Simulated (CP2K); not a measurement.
Acetic acid monohydrate has these distinct O atoms: O3 (bonded to C and H, gives 1 H bond), O4 (bonded to C, takes 1 H bond) and O5 (bonded to 2 H, gives 1 H bond, takes 1).

```xyz
11

C    -1.8459   -0.6324    0.4072
C    -0.4805   -0.1382    0.0077
O     0.3769   -0.0874    1.0488
O    -0.1672    0.1859   -1.1363
O     2.4447    0.8133   -0.4948
H    -2.2719    0.0298    1.1724
H    -1.7650   -1.6322    0.8536
H    -2.5000   -0.6637   -0.4680
H     1.2544    0.2407    0.7121
H     1.7184    0.7413   -1.1560
H     3.2362    1.1429   -0.9467
```

Their partial O K spectra (CP2K XAS_TDP, all-electron GAPW, PBEh(45%), aug-cc-pVDZ, TDA, GW2X-corrected core level, no relativity) are given in random order, each times the number of alike atoms.

Gaussian full width 0.5 eV, oscillator strength per eV, alike atoms added, rows of zeros left out:

```
E (eV)  curve 1  curve 2  curve 3
532.00    0.003    0.000    0.000
532.25    0.029    0.000    0.000
532.50    0.069    0.000    0.000
532.75    0.041    0.000    0.000
533.00    0.006    0.000    0.000
535.25    0.000    0.000    0.004
535.50    0.000    0.002    0.022
535.75    0.001    0.014    0.031
536.00    0.001    0.026    0.011
536.25    0.001    0.012    0.001
536.50    0.003    0.001    0.000
536.75    0.004    0.000    0.000
537.00    0.003    0.000    0.001
537.25    0.006    0.000    0.007
537.50    0.005    0.004    0.007
537.75    0.002    0.027    0.003
538.00    0.001    0.049    0.006
538.25    0.003    0.030    0.010
538.50    0.006    0.010    0.008
538.75    0.009    0.012    0.010
539.00    0.010    0.017    0.010
539.25    0.011    0.012    0.010
539.50    0.011    0.019    0.013
539.75    0.009    0.026    0.031
540.00    0.008    0.020    0.048
540.25    0.007    0.011    0.043
540.50    0.010    0.010    0.029
540.75    0.011    0.015    0.018
541.00    0.007    0.020    0.010
541.25    0.012    0.018    0.015
541.50    0.018    0.012    0.014
541.75    0.015    0.006    0.014
```

Question: Which curve belongs to which atom?

Curve 1: O4 (bonded to C, takes 1 H bond), leading line at 532.53 eV (f = 0.037 an atom), ionisation energy 537.81 eV, term value 5.28 eV. Curve 2: O5 (bonded to 2 H, gives 1 H bond, takes 1), leading line at 535.98 eV (f = 0.014 an atom), ionisation energy 539.23 eV, term value 3.25 eV. Curve 3: O3 (bonded to C and H, gives 1 H bond), leading line at 535.69 eV (f = 0.018 an atom), ionisation energy 539.41 eV, term value 3.72 eV. The leading line of an atom is its first one with 35 % of the strongest within 2.5 eV of its lowest line over the strength cut. A line lies at the core ionisation energy, which rises as an atom loses charge to its neighbours or to a π system, less the term value, which is large for a low π* or σ* orbital with weight on that atom.

[Banner, clock and machine lines of the logs are left out without a mark of their own.]

[Logs are printed without paths, hosts, clocks, repeated set-up lines and the standing remarks that a program may print on its own settings, such as how far it seeks lower states.]

[Hosts, paths, dates, database ids (printed as entryN), source tags and the programs' standing remarks are cut or masked in the printed files.]
